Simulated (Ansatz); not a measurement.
# CsZnH3 in P4bm, a phase reached by a soft mode: following an unstable mode, part 2 of 2

Which phase does CsZnH3 in P4bm, a phase reached by a soft mode fall into along its unstable mode, and how much energy does it gain?

Ansatz 0.2.0; DFT r2SCAN, scalar-relativistic, plane waves, PAW; PAW set soft_1.

So far. Step 5 (Energy along the mode, all amplitudes (two of the runs …): The lowest of the steps tried is at 0.45 Å, 3.42 meV/atom below the parent; the bottom of the well need not coincide with a step. Step 7 (The new phase in its own primitive cell): The largest force component left is 0.19 meV/Å and the pressure is 0.000 GPa, within the tolerances set. The cell now holds 18.58 Å³/atom.

The structure was built from a prototype and need not be the compound's stable phase.

### 8. Modes of the new phase (continued)

Patterns of degenerate modes are one choice out of their space. Modes at Γ, with each element's share of the kinetic energy:

| mode | frequency (cm⁻¹) | symmetry | Cs % | Zn % | H % |
| --- | --- | --- | --- | --- | --- |
| 1 | 0.0 | acoustic | 66 | 32 | 2 |
| 2 | 0.0 | acoustic | 66 | 32 | 2 |
| 3 | 0.0 | acoustic | 66 | 32 | 1 |
| 4 | 25.7 | B3g | 87 | 11 | 3 |
| 5 | 61.6 | Ag | 99 | 1 | 0 |
| 6 | 63.4 | B1u | 34 | 64 | 2 |
| 7 | 68.0 | B2g | 98 | 2 | 0 |
| 8 | 72.1 | B3u | 33 | 63 | 5 |
| 9 | 83.7 | B3g | 13 | 77 | 10 |
| 10 | 86.0 | B2u | 34 | 63 | 4 |
| 11 | 146.7 | Ag | 1 | 98 | 1 |
| 12 | 163.3 | B2g | 2 | 97 | 1 |
| 13 | 201.6 | B2u | 0 | 0 | 100 |
| 14 | 236.6 | B3u | 1 | 3 | 96 |
| 15 | 358.3 | Au | 0 | 0 | 100 |
| 16 | 372.3 | B3g | 0 | 11 | 89 |
| 17 | 542.1 | B1u | 0 | 3 | 97 |
| 18 | 542.2 | B3u | 0 | 2 | 98 |
| 19 | 595.8 | B1g | 0 | 0 | 100 |
| 20 | 641.5 | B2u | 0 | 3 | 97 |
| 21 | 649.0 | Ag | 0 | 1 | 99 |
| 22 | 661.9 | B1u | 0 | 0 | 100 |
| 23 | 699.8 | B2g | 0 | 1 | 99 |
| 24 | 729.7 | Au | 0 | 0 | 100 |
| 25 | 1517.9 | B3u | 0 | 0 | 100 |
| 26 | 1547.8 | B1u | 0 | 0 | 100 |
| 27 | 1637.6 | B3g | 0 | 2 | 98 |
| 28 | 1639.3 | B2u | 0 | 2 | 98 |
| 29 | 1703.5 | Ag | 0 | 0 | 100 |
| 30 | 1707.2 | B1u | 0 | 0 | 100 |

Displacements in mode 4 (25.7 cm⁻¹), the largest set to 1:
```
Cs1  0.00  0.99  0.00
Cs2  0.00 -0.99  0.00
Zn3  0.00 -0.50  0.00
Zn4  0.00  0.50  0.00
H5   0.00  0.00  0.00
H6   0.00 -1.00  0.97
H7   0.00  0.00  0.00
H8   0.00  1.00  0.97
H9   0.00 -1.00 -0.97
H10  0.00  1.00 -0.97
```

Displacements in mode 13 (201.6 cm⁻¹), the largest set to 1:
```
Cs1  0.00  0.00  0.00
Cs2  0.00  0.00  0.00
Zn3  0.00 -0.01  0.00
Zn4  0.00 -0.01  0.00
H5   0.00  0.88  0.00
H6   0.00 -0.51  1.00
H7   0.00  0.88  0.00
H8   0.00 -0.51 -1.00
H9   0.00 -0.51 -1.00
H10  0.00 -0.51  1.00
```

Optical modes at the zone centre, without and with the macroscopic field of the longitudinal modes; each column is sorted by frequency, so a row need not hold one and the same mode. Modes with and without the field, by row:

| rank among optical modes | no field (cm⁻¹) | q along (1, 0, 0) (cm⁻¹) | q along (0, 1, 0) (cm⁻¹) | q along (0, 0, 1) (cm⁻¹) |
| --- | --- | --- | --- | --- |
| 1 | 25.7 | 25.7 | 25.7 | 25.7 |
| 2 | 61.6 | 61.6 | 61.6 | 61.6 |
| 3 | 63.4 | 63.4 | 63.4 | 68 |
| 4 | 68 | 68 | 68 | 72.1 |
| 5 | 72.1 | 75.3 | 72.1 | 78.7 |
| 6 | 83.7 | 83.7 | 83.7 | 83.7 |
| 7 | 86 | 86 | 110.7 | 86 |
| 8 | 146.7 | 146.7 | 146.7 | 146.7 |
| 9 | 163.3 | 163.3 | 163.3 | 163.3 |
| 10 | 201.6 | 201.6 | 202.5 | 201.6 |
| 11 | 236.6 | 238.9 | 236.6 | 236.6 |
| 12 | 358.3 | 358.3 | 358.3 | 358.3 |
| 13 | 372.3 | 372.3 | 372.3 | 372.3 |
| 14 | 542.1 | 542.1 | 542.1 | 542.2 |
| 15 | 542.2 | 595.8 | 542.2 | 595.8 |
| 16 | 595.8 | 641.5 | 595.8 | 641.5 |
| 17 | 641.5 | 649 | 649 | 649 |
| 18 | 649 | 661.9 | 661.9 | 651.1 |
| 19 | 661.9 | 699.8 | 699.8 | 683.9 |
| 20 | 699.8 | 729.7 | 706.5 | 699.8 |
| 21 | 729.7 | 756.5 | 729.7 | 729.7 |
| 22 | 1518 | 1548 | 1518 | 1518 |
| 23 | 1548 | 1577 | 1548 | 1591 |
| 24 | 1638 | 1638 | 1638 | 1638 |
| 25 | 1639 | 1639 | 1704 | 1639 |
| 26 | 1704 | 1704 | 1707 | 1704 |
| 27 | 1707 | 1707 | 1707 | 1712 |

Born charge (rows field, columns displacement) (e), principal values of the symmetric part by kind of site:

| atom | atoms with these values | low | middle | high | mean |
| --- | --- | --- | --- | --- | --- |
| Cs1 | 2 | 1.17 | 1.23 | 1.26 | 1.22 |
| Zn3 | 2 | 1.00 | 1.04 | 1.53 | 1.19 |
| H5 | 2 | -1.55 | -0.53 | -0.47 | -0.85 |
| H6 | 4 | -1.00 | -0.74 | -0.60 | -0.78 |

In full for H6:

```
-0.74  0.00  0.00
 0.00 -0.88 -0.17
 0.00 -0.20 -0.72
```

High-frequency dielectric tensor:

```
3.44 0.00 0.00
0.00 3.20 0.00
0.00 0.00 3.11
```

Static dielectric tensor (ions relaxed, fixed cell):

```
8.04 0.00 0.00
0.00 7.03 0.00
0.00 0.00 7.86
```

Transverse modes. Infrared lines, with heights relative to the strongest:

| position (cm⁻¹) | lines merged | relative intensity |
| --- | --- | --- |
| 26 | 1 | 0.0 |
| 62 | 1 | 0.0 |
| 63 | 1 | 0.7 |
| 68 | 1 | 0.0 |
| 72 | 1 | 0.2 |
| 84 | 1 | 0.0 |
| 86 | 1 | 1.3 |
| 147 | 1 | 0.0 |
| 163 | 1 | 0.0 |
| 202 | 1 | 0.1 |
| 237 | 1 | 0.6 |
| 358 | 1 | 0.0 |
| 372 | 1 | 0.0 |
| 542 | 2 | 100 |
| 596 | 1 | 0.0 |
| 642 | 1 | 20 |
| 649 | 1 | 0.0 |
| 662 | 1 | 0.6 |
| 700 | 1 | 0.0 |
| 730 | 1 | 0.0 |
| 1518 | 1 | 35 |
| 1548 | 1 | 26 |
| 1638 | 1 | 0.0 |
| 1639 | 1 | 44 |
| 1704 | 1 | 0.0 |
| 1707 | 1 | 2.4 |

Before it was imposed, the acoustic sum rule was missed by 1.1e-4 eV/Å² and the charge sum rule by 0.0097 e. Small misses are needed for a sound result but don't prove that mesh and cutoff are converged. The lowest optical mode is real, 25.7 cm⁻¹.

The log warns of the k mesh: “the force constants stand on the 4×4×4 k-mesh, whose period is 13.73 times the interband length at k = (0.0000, 0.0000, -0.5000), direct gap 3.966 eV, under 14: take them and everything formed from them as unconverged”.

### 9. The phases reached

The phases reached along the modes that were followed are set side by side.

Energies are those of the first relaxation, on the mesh of the frozen mode; space group, volume and gap are those of the last relaxation. Phases, by row:

| mode frozen in | space group | energy from parent (meV/atom) | volume (Å³/atom) | gap on mesh (eV) | lowest zone-centre optical mode (cm⁻¹) | largest shift (Å) |
| --- | --- | --- | --- | --- | --- | --- |
| parent | P4bm | 0 | 18.67 | 3.87 | – | – |
| q = (0, 0, 0), 91i cm⁻¹ | Cm | -30.16 | 18.24 | 4.041 | -113.9 | 1.541 |
| q = (0, 0, 0), 91i cm⁻¹ | Pmma | -60.69 | 18.58 | 3.323 | 25.7 | 1.269 |

### 10. Outcome

```
unstable mode of the parent                                                      : q = (0, 0, 0), 91i cm⁻¹
depth at the lowest point sampled                                                : 3.42 meV/atom
largest atomic shift at that point                                               : 0.45 Å
space group reached (within 0.01 Å)                                              : Pmma
energy gained over the parent (first relaxation, on the mesh of the frozen mode) : 60.7 meV/atom
volume per atom, phase reached                                                   : 18.6 Å³
gap on the k-mesh, phase reached                                                 : 3.32 eV
lowest optical zone-centre mode, phase reached                                   : 25.7 cm⁻¹
highest optical mode at the zone centre (no LO-TO term), phase reached           : 1707 cm⁻¹
```

What this shows: Along this mode the structure falls into Pmma, 60.7 meV/atom below the parent. At the parent's cell the well is 3.423 meV/atom deep on the steps tried, with its lowest point at a shift of 0.45 Å. Relaxing atoms and cell changes the gain by +57.27 meV/atom against the lowest step (energies at zero smearing). Most of the total comes from this relaxation. The new phase has no imaginary mode at the zone centre of its cell; other wavevectors were not checked. Of the 2 patterns followed to their end from this parent, this one reaches the lowest energy. Each path keeps the symmetry of its pattern, so a lower phase may lie along a pattern not tried. With the field response the log warns that the k mesh is coarse for the force constants too, so the frequencies may not be converged. Spin-orbit coupling is left out, which can matter for the heavy elements here. The starting cell was built on a prototype and not taken from a measurement, so the phase need not exist.

[Logs are printed without paths, hosts, clocks, repeated set-up lines and the standing remarks that a program may print on its own settings, such as how far it seeks lower states.]

[Hosts, paths, dates, database ids (printed as entryN), source tags and the programs' standing remarks are cut or masked in the printed files.]
